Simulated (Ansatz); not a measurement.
# Cd2BBrN2: complex band structure, part 2 of 3

A new crystal, Cd2BBrN2: structure, gap and complex bands. It is built by putting Cd for Sr in the Sr2BBrN2 structure of space group R-3m, with the volume rescaled by atomic radii. The parent structure comes from the Materials Project.

Ansatz 0.2.0; LDA DFT, plane waves, PAW files (the session's first sound run).

So far, gap on path (eV): step 3 (band edges) 0.764.

The structure was built from a prototype and need not be the compound's stable phase.

## Step 4: Complex bands, plane (101)

This step: LDA DFT, plane waves, PAW files; complex bands by layer matching along the plane's normal (Ansatz 0.2.0).

The same crystal is laid in a cell whose first two vectors span the (101) plane (indices of the standard conventional cell, whose axes can be ordered otherwise than in the bulk input). At fixed energy and wavevector in the plane the solver finds all kz, real and complex. A few wavevectors are listed, (0, 0) and (0, -0.5) in units of the plane's reciprocal vectors; the slowest state needn't be among them.

input.yaml

```yaml
crystal:
  lattice:
    - [3.632763384, 0.0, 0.0]
    - [1.816381692, 8.370569182, 0.0]
    - [1.816381692, -0.394147922, 3.121277746]
  atoms:
    - { symbol: Cd, position: [0.4988889698, 0.7516665453, 0.2505555151] }
    - { symbol: Cd, position: [0.5011110302, 0.2483334547, 0.7494444849] }
    - { symbol: B, position: [0.0, 0.5, 0.5] }
    - { symbol: Br, position: [0.0, 0.0, 0.0] }
    - { symbol: "N", position: [0.1075414458, 0.3386878313, 0.4462292771] }
    - { symbol: "N", position: [0.8924585542, 0.6613121687, 0.5537707229] }
kpoints:
  mp_grid: { grid: [8, 8, 8] }
scf:
  occupations: { method: fixed }
hamiltonian:
  xc: lda
output:
  eigenvalues: true
  transmission:
    leads: [[0, 0]]
    kpoints: [[0.0, 0.0], [0.0, -0.5]]
    e_range: [-1.0, 1.76]
    de: 0.05
```

On the command line:

```
ansatz run input.yaml --threads 2 --pin off --max-ram 4096MiB --backend cpu --events-out ev --progress --plain --runs-dir out
```

Numbers of over 12 decimals in the logs are rounded to 6 here.

The program printed:

```text
[...]
Crystal: 6 atoms, lattice volume = 94.913 Å³
Basis set: ecut = 420 eV, 1833 PW (Γ)
Bands: 36, of which v1, the nominal top of the filled ones, is band 30 counted from 1 (29 counted from 0)
Symmetry: 12 space group operations
[...]
k-points: 65 of 512
[...]
SCF iter   1: F=—  HF=-19828.944410 eV  |F-HF|=—  |Δ(HF+E_count)|=         —  Δρ=1.06e-2  dr2=1.06e-1  ethr=1.77e-3  ⟨swp⟩=5.1  Hψ=7754  notcnv=0  defer=256
[...]
SCF iter   7: F=-19828.913097 eV  HF=-19828.913097 eV  |F-HF|=9.82e-11  |Δ(HF+E_count)|=   1.98e-7  Δρ=5.89e-6  dr2=4.54e-8  ethr=1.67e-10  ⟨swp⟩=9.5  Hψ=8292  notcnv=0
SCF 1 converged in 7 iterations: F = -19828.913097 eV  dr2 = 4.54e-8
[...]
transmission: 5 of 10 steps passed
transmission: 10 of 10 steps passed
SCF converged after 7 iterations
Free energy (F): -19828.913097 eV
[...]
Internal energy: -19828.913097 eV  (E = F + TS)
E sigma→0 (E₀):  -19828.913097 eV
Fermi energy:    8.776470 eV
[...]
--- Band table (eV; the first three rows and the last of 65) ---
  k-point 0: bands = [... 26 lower, 7.7078, 7.7078, 8.6902, 8.6902, 9.5403, 12.5989, 12.9838, 15.9785, ... 2 higher]
  k-point 1: bands = [... 26 lower, 6.9470, 7.4998, 8.2851, 8.6208, 10.2541, 13.0224, 13.3254, 15.3629, ... 2 higher]
  k-point 2: bands = [... 26 lower, 6.5873, 7.0417, 7.3397, 8.4448, 11.5056, 12.3036, 13.7266, 15.4587, ... 2 higher]
  k-point 64: bands = [... 26 lower, 5.7685, 5.8994, 6.1428, 7.5979, 12.1357, 12.5511, 14.0514, 14.6086, ... 2 higher]
--- Transmission ---
  basis      : 269 plane waves across, 5 finite elements along
  points     : 2, as listed
  energies   : 56 from -1.000000 to 1.750000 eV about the Fermi level, 0.050000 eV apart; the leads are filled to 0.381929 eV, and channels, transmission and decay are at 0.400000 eV
  crystal 0  : Br1Cd2N2B1, at the sites [0, 0], period 3.1213 Å: whole cells are its period
    offset         : up to 0.0000 Å between an atom of the period and one for which it stands
    channels       : 0.000000e0 a spin
    conductance    : none, the energies end too early or step too widely for 300 K: set another output.transmission.e_range or a lower de, or, where they end at an eighth of basis.ecutwfc, a higher one
    slowest decay  : 0.1531 /Å at (0.0000, 0.0000)
```

Wall time 64 s (2 threads of Arm Neoverse V2, shared host); peak memory 0.75 GiB; 1.8 min of CPU time.

This step gave:

- level to which the leads are filled: 0.3819 eV from the Fermi level
- decay constant at the filling level, zone centre: 0.1531 Å⁻¹
- decay constant at the filling level, slowest listed point: 0.1531 Å⁻¹

K parallel (0, 0); values up to 1.5 1/Å, a degenerate pair printed once or twice; energies at which all values exceed this have no row. Table of Im kz of the slowest decaying states by energy, zero at the highest filled level on the SCF mesh:

| energy (eV) | decay 1 (Å⁻¹) | decay 2 (Å⁻¹) | decay 3 (Å⁻¹) | decay 4 (Å⁻¹) |
| --- | --- | --- | --- | --- |
| -1.00 | 0.0665 | 0.136 | 0.235 | 0.380 |
| -0.85 | 0.116 | 0.236 | 0.238 | 0.394 |
| -0.70 | 0.147 | 0.239 | 0.297 | 0.324 |
| -0.60 | 0.150 | 0.162 | 0.237 | 0.327 |
| -0.45 | 0.181 | 0.234 | 0.363 | 0.404 |
| -0.30 | 0.196 | 0.228 | 0.389 | 0.400 |
| -0.20 | 0.203 | 0.223 | 0.396 | 0.400 |
| -0.05 | 0.0762 | 0.187 | 0.204 | 0.217 |
| 0.00 | 0.117 | 0.201 | 0.217 | 0.294 |
| 0.10 | 0.183 | 0.213 | 0.375 | 0.400 |
| 0.25 | 0.178 | 0.221 | 0.361 | 0.460 |
| 0.40 | 0.153 | 0.243 | 0.344 | 0.504 |
| 0.50 | 0.133 | 0.255 | 0.332 | 0.528 |
| 0.65 | 0.0891 | 0.270 | 0.312 | 0.559 |
| 0.80 | 0.283 | 0.288 | 0.585 | 0.656 |
| 0.90 | 0.270 | 0.290 | 0.600 | 0.658 |
| 1.05 | 0.241 | 0.298 | 0.620 | 0.661 |
| 1.20 | 0.205 | 0.305 | 0.638 | 0.664 |
| 1.35 | 0.159 | 0.310 | 0.654 | 0.667 |
| 1.50 | 0.0909 | 0.314 | 0.668 | 0.670 |
| 1.60 | 0.315 | 0.317 | 0.671 | 0.677 |
| 1.75 | 0.301 | 0.333 | 0.673 | 0.689 |

K parallel (0, 0). The Re kz of states that move upwards by energy, zero at the highest filled level on the SCF mesh:

| energy (eV) | channel 1 (Å⁻¹) | channel 2 (Å⁻¹) |
| --- | --- | --- |
| -1.00 | -0.395 | - |
| -0.90 | -0.370 | - |
| -0.80 | -0.343 | - |
| -0.70 | -0.315 | - |
| -0.60 | -0.286 | - |
| -0.55 | -0.859 | -0.270 |
| -0.45 | -0.662 | -0.237 |
| -0.35 | -0.525 | -0.200 |
| -0.25 | -0.395 | -0.157 |
| -0.15 | -0.238 | -0.0967 |
| -0.05 | - | - |
| 0.00 | - | - |
| 0.05 | - | - |
| 0.15 | - | - |
| 0.25 | - | - |
| 0.35 | - | - |
| 0.40 | - | - |
| 0.50 | - | - |
| 0.60 | - | - |
| 0.70 | - | - |
| 0.80 | 0.0515 | - |
| 0.90 | 0.101 | - |
| 1.00 | 0.136 | - |
| 1.10 | 0.164 | - |
| 1.20 | 0.189 | - |
| 1.30 | 0.213 | - |
| 1.35 | 0.224 | - |
| 1.45 | 0.246 | - |
| 1.55 | 0.267 | - |
| 1.65 | -0.909 | 0.287 |
| 1.75 | -0.860 | 0.307 |

K parallel (0, -0.5); values up to 1.5 1/Å, a degenerate pair printed once or twice; energies at which all values exceed this have no row. The Im kz of the slowest decaying states by energy, zero at the highest filled level on the SCF mesh:

| energy (eV) | decay 1 (Å⁻¹) | decay 2 (Å⁻¹) | decay 3 (Å⁻¹) | decay 4 (Å⁻¹) |
| --- | --- | --- | --- | --- |
| -1.00 | 0.174 | 0.208 | 0.445 | 0.494 |
| -0.90 | 0.207 | 0.450 | 0.539 | 0.697 |
| -0.80 | 0.221 | 0.454 | 0.575 | 0.703 |
| -0.65 | 0.237 | 0.458 | 0.619 | 0.711 |
| -0.55 | 0.246 | 0.459 | 0.644 | 0.717 |
| -0.45 | 0.253 | 0.460 | 0.665 | 0.721 |
| -0.35 | 0.259 | 0.460 | 0.684 | 0.726 |
| -0.25 | 0.264 | 0.459 | 0.702 | 0.73 |
| -0.10 | 0.270 | 0.456 | 0.725 | 0.736 |
| 0.00 | 0.0144 | 0.0233 | 0.273 | 0.454 |
| 0.10 | 0.0980 | 0.182 | 0.274 | 0.451 |
| 0.20 | 0.136 | 0.252 | 0.275 | 0.448 |
| 0.30 | 0.164 | 0.266 | 0.284 | 0.303 |
| 0.45 | 0.196 | 0.252 | 0.294 | 0.361 |
| 0.55 | 0.213 | 0.243 | 0.297 | 0.393 |
| 0.65 | 0.229 | 0.235 | 0.299 | 0.420 |
| 0.75 | 0.226 | 0.241 | 0.300 | 0.419 |
| 0.85 | 0.215 | 0.253 | 0.299 | 0.411 |
| 1.00 | 0.197 | 0.268 | 0.297 | 0.400 |
| 1.10 | 0.182 | 0.276 | 0.294 | 0.391 |
| 1.20 | 0.165 | 0.284 | 0.290 | 0.382 |
| 1.30 | 0.144 | 0.284 | 0.291 | 0.372 |
| 1.40 | 0.118 | 0.278 | 0.296 | 0.361 |
| 1.55 | 0.0504 | 0.266 | 0.303 | 0.342 |
| 1.65 | 0.257 | 0.307 | 0.329 | 0.571 |
| 1.75 | 0.246 | 0.310 | 0.314 | 0.579 |

At the listed wavevectors the last open channel is at -0.05 eV and the next at +0.80 eV on the grid. At +0.40 eV, the grid energy nearest the filling level (the middle of the gap on the SCF mesh), the slowest state at the listed wavevectors decays with κ = 0.153 Å⁻¹, its amplitude falling by e over 6.5 Å. Through 1 nm of this crystal that state's transmission falls by exp(−2 × 0.153 Å⁻¹ × 10 Å) = 0.047.

## Step 5: Decaying states in the gap, plane (001)

The same for the (001) plane, at (0, 0) and (0.5, 0), to see how the decay depends on direction.

input.yaml

```yaml
crystal:
  lattice:
    - [3.632763384, 0.0, 0.0]
    - [1.816381692, 3.146065376, 0.0]
    - [1.816381692, 1.048688459, 8.304618049]
  atoms:
    - { symbol: Cd, position: [0.7494444849, 0.7494444849, 0.7516665453] }
    - { symbol: Cd, position: [0.2505555151, 0.2505555151, 0.2483334547] }
    - { symbol: B, position: [0.5, 0.5, 0.5] }
    - { symbol: Br, position: [0.0, 0.0, 0.0] }
    - { symbol: "N", position: [0.5537707229, 0.5537707229, 0.3386878313] }
    - { symbol: "N", position: [0.4462292771, 0.4462292771, 0.6613121687] }
kpoints:
  mp_grid: { grid: [8, 8, 8] }
scf:
  occupations: { method: fixed }
hamiltonian:
  xc: lda
output:
  eigenvalues: true
  transmission:
    leads: [[0, 0]]
    kpoints: [[0.0, 0.0], [0.5, 0.0]]
    e_range: [-1.0, 1.76]
    de: 0.06
```

The program printed:

```text
[...]
Crystal: 6 atoms, lattice volume = 94.913 Å³
Basis set: ecut = 420 eV, 1833 PW (Γ)
Bands: 36, of which v1, the nominal top of the filled ones, is band 30 counted from 1 (29 counted from 0)
Symmetry: 12 space group operations
[...]
k-points: 65 of 512
[...]
SCF iter   1: F=—  HF=-19828.944441 eV  |F-HF|=—  |Δ(HF+E_count)|=         —  Δρ=1.06e-2  dr2=1.06e-1  ethr=1.77e-3  ⟨swp⟩=5.0  Hψ=7756  notcnv=0  defer=258
[...]
SCF iter   7: F=-19828.913097 eV  HF=-19828.913097 eV  |F-HF|=4.80e-10  |Δ(HF+E_count)|=   2.02e-7  Δρ=5.88e-6  dr2=4.52e-8  ethr=1.67e-10  ⟨swp⟩=9.6  Hψ=8201  notcnv=0
SCF 1 converged in 7 iterations: F = -19828.913097 eV  dr2 = 4.52e-8
[...]
transmission: 12 of 24 steps passed
transmission: 24 of 24 steps passed
SCF converged after 7 iterations
Free energy (F): -19828.913097 eV
[...]
Internal energy: -19828.913097 eV  (E = F + TS)
E sigma→0 (E₀):  -19828.913097 eV
Fermi energy:    8.776471 eV
[...]
--- Band table (eV; the first three rows and the last of 65) ---
  k-point 0: bands = [... 26 lower, 7.7078, 7.7078, 8.6902, 8.6902, 9.5403, 12.5989, 12.9838, 15.9785, ... 2 higher]
  k-point 1: bands = [... 26 lower, 7.6831, 7.6831, 8.7043, 8.7043, 9.6313, 12.3363, 13.1713, 15.9745, ... 2 higher]
  k-point 2: bands = [... 26 lower, 7.6232, 7.6232, 8.7356, 8.7356, 9.8720, 11.9126, 13.3879, 15.9621, ... 2 higher]
  k-point 64: bands = [... 26 lower, 5.7685, 5.8994, 6.1428, 7.5979, 12.1357, 12.5511, 14.0514, 14.6086, ... 2 higher]
--- Transmission ---
  basis      : 97 plane waves across, 12 finite elements along
  points     : 2, as listed
[...]
crystal 0  : N2Cd2Br1B1, at the sites [0, 0], period 8.3046 Å: whole cells are its period
[...]
channels       : 0.000000e0 a spin
[...]
slowest decay  : 0.1785 /Å at (0.0000, 0.0000)
```

It took 11 s on 2 threads; peak memory 0.43 GiB.

This step gave:

| Quantity | Value |
| --- | --- |
| decay constant at the filling level, zone centre | 0.1785 Å⁻¹ |
| decay constant at the filling level, slowest listed point | 0.1785 Å⁻¹ |

K parallel (0, 0); values up to 1.5 1/Å, a degenerate pair printed once or twice; energies at which all values exceed this have no row. The Im kz of the slowest decaying states by energy, zero at the highest filled level on the SCF mesh:

| energy (eV) | decay 1 (Å⁻¹) | decay 2 (Å⁻¹) | decay 3 (Å⁻¹) | decay 4 (Å⁻¹) |
| --- | --- | --- | --- | --- |
| -1.00 | 0.144 | 0.278 | 1.12 | 1.41 |
| -0.88 | 0.217 | 0.278 | 1.11 | 1.40 |
| -0.76 | 0.254 | 0.277 | 1.10 | 1.40 |
| -0.64 | 0.274 | 0.275 | 1.10 | 1.40 |
| -0.58 | 0.273 | 0.279 | 1.09 | 1.39 |
| -0.46 | 0.269 | 0.279 | 1.08 | 1.39 |
| -0.34 | 0.262 | 0.264 | 1.07 | 1.39 |
| -0.22 | 0.223 | 0.254 | 1.07 | 1.38 |
| -0.10 | 0.0849 | 0.244 | 1.06 | 1.38 |
| 0.02 | 0.122 | 0.232 | 1.05 | 1.37 |
| 0.08 | 0.224 | 0.225 | 1.04 | 1.37 |
| 0.20 | 0.209 | 0.324 | 1.04 | 1.37 |
| 0.32 | 0.190 | 0.387 | 1.03 | 1.36 |
| 0.44 | 0.166 | 0.434 | 1.02 | 1.36 |
| 0.56 | 0.134 | 0.472 | 1.01 | 1.36 |
| 0.68 | 0.0880 | 0.504 | 1.00 | 1.35 |
| 0.74 | 0.0473 | 0.518 | 0.998 | 1.35 |
| 0.86 | 0.544 | 0.989 | 1.35 | - |
| 0.98 | 0.567 | 0.980 | 1.34 | - |
| 1.10 | 0.588 | 0.971 | 1.34 | - |
| 1.22 | 0.606 | 0.963 | 1.33 | - |
| 1.34 | 0.623 | 0.954 | 1.33 | - |
| 1.40 | 0.631 | 0.949 | 1.33 | - |
| 1.52 | 0.645 | 0.94 | 1.32 | - |
| 1.64 | 0.0461 | 0.658 | 0.931 | 1.32 |
| 1.76 | 0.0739 | 0.670 | 0.921 | 1.32 |

K parallel (0.5, 0); values up to 1.5 1/Å, a degenerate pair printed once or twice; energies at which all values exceed this have no row. Im kz of the slowest decaying states against energy, zero at the highest filled level on the SCF mesh:

| energy (eV) | decay 1 (Å⁻¹) | decay 2 (Å⁻¹) | decay 3 (Å⁻¹) | decay 4 (Å⁻¹) |
| --- | --- | --- | --- | --- |
| -1.00 | 0.223 | 0.385 | 1.44 | - |
| -0.82 | 0.234 | 0.402 | 1.42 | - |
| -0.58 | 0.242 | 0.419 | 1.40 | - |
| -0.40 | 0.163 | 0.244 | 0.429 | 1.34 |
| -0.22 | 0.227 | 0.244 | 0.436 | 1.31 |
| -0.04 | 0.242 | 0.271 | 0.442 | 1.29 |
| 0.02 | 0.241 | 0.284 | 0.443 | 1.28 |
| 0.20 | 0.235 | 0.316 | 0.447 | 1.27 |
| 0.38 | 0.227 | 0.343 | 0.448 | 1.26 |
| 0.56 | 0.216 | 0.365 | 0.448 | 1.25 |
| 0.80 | 0.197 | 0.389 | 0.446 | 1.26 |
| 0.98 | 0.178 | 0.404 | 0.442 | 1.27 |
| 1.16 | 0.152 | 0.416 | 0.437 | 1.25 |
| 1.34 | 0.118 | 0.427 | 0.431 | 1.24 |
| 1.58 | 0.419 | 0.438 | 1.22 | - |
| 1.76 | 0.408 | 0.445 | 1.21 | - |

At the listed wavevectors the last open channel is at -0.04 eV and the next at +0.80 eV on the grid. At +0.38 eV, the grid energy nearest the filling level (the middle of the gap on the SCF mesh), the slowest state at the listed wavevectors decays with κ = 0.178 Å⁻¹, its amplitude falling by e over 5.6 Å; the first such run, plane (101), gave 0.153 Å⁻¹.

## Step 6: Band edges at another level

This step: LDA DFT, plane waves, JTH PAW files (Ansatz 0.2.0).

The edges again with JTH files, at the same atoms.

input.yaml

```yaml
crystal:
  lattice:
    - [1.8163816918, 1.0486884587, 8.3046180493]
    - [-1.8163816918, 1.0486884587, 8.3046180493]
    - [0.0, -2.0973769174, 8.3046180493]
  atoms:
    - { symbol: Cd, position: [0.2505555151, 0.2505555151, 0.2505555151] }
    - { symbol: Cd, position: [0.7494444849, 0.7494444849, 0.7494444849] }
    - { symbol: B, position: [0.5, 0.5, 0.5] }
    - { symbol: Br, position: [0.0, 0.0, 0.0] }
    - { symbol: "N", position: [0.4462292771, 0.4462292771, 0.4462292771] }
    - { symbol: "N", position: [0.5537707229, 0.5537707229, 0.5537707229] }
kpoints:
  mp_grid: { grid: [8, 8, 8] }
  band_path: { path: [VBM, CBM], npoints: 30 }
scf:
  occupations: { method: fixed }
hamiltonian:
  xc: lda
  pseudopotentials: { kind: paw, source: jth }
output:
  eigenvalues: true
```

The program printed:

```text
Error: no pseudopotential record for Cd at <dir> Nothing was run.
  By this build's list the table `kind: paw`, `source: jth` of `hamiltonian.pseudopotentials` has no Cd in this build's library.
Fix: take Cd from another table that serves this run, or name a record of your own for Cd alone.
  `kind` and `accuracy`, with `source`, `level` and `core` left out, under `hamiltonian.pseudopotentials` apply to every element of the deck. For LDA this build's library has files of Cd, which may not all serve this run, under
    kind: nc       accuracy: standard or stringent
  To change Cd alone, name a record of the deck's `kind` under `hamiltonian.pseudopotentials.azcp`, as `Cd: <path>` (`python -m ansatz.pseudopotential add <file.upf> <file.azcp>` makes one from a UPF file).
  `python` is the interpreter of the environment that holds the engine's wheel, or a checkout's `.venv/bin/python`.
```

Wall time 0.03 s (2 threads); peak memory 0.065 GiB.

The input was rejected at the start.

The program's message: “Error: no pseudopotential record for Cd at <dir> Nothing was run.”

(Continued in part 3 of 3.)

[Logs are printed without paths, hosts, clocks, repeated set-up lines and the standing remarks that a program may print on its own settings, such as how far it seeks lower states.]

[Hosts, paths, dates, database ids (printed as entryN), source tags and the programs' standing remarks are cut or masked in the printed files.]
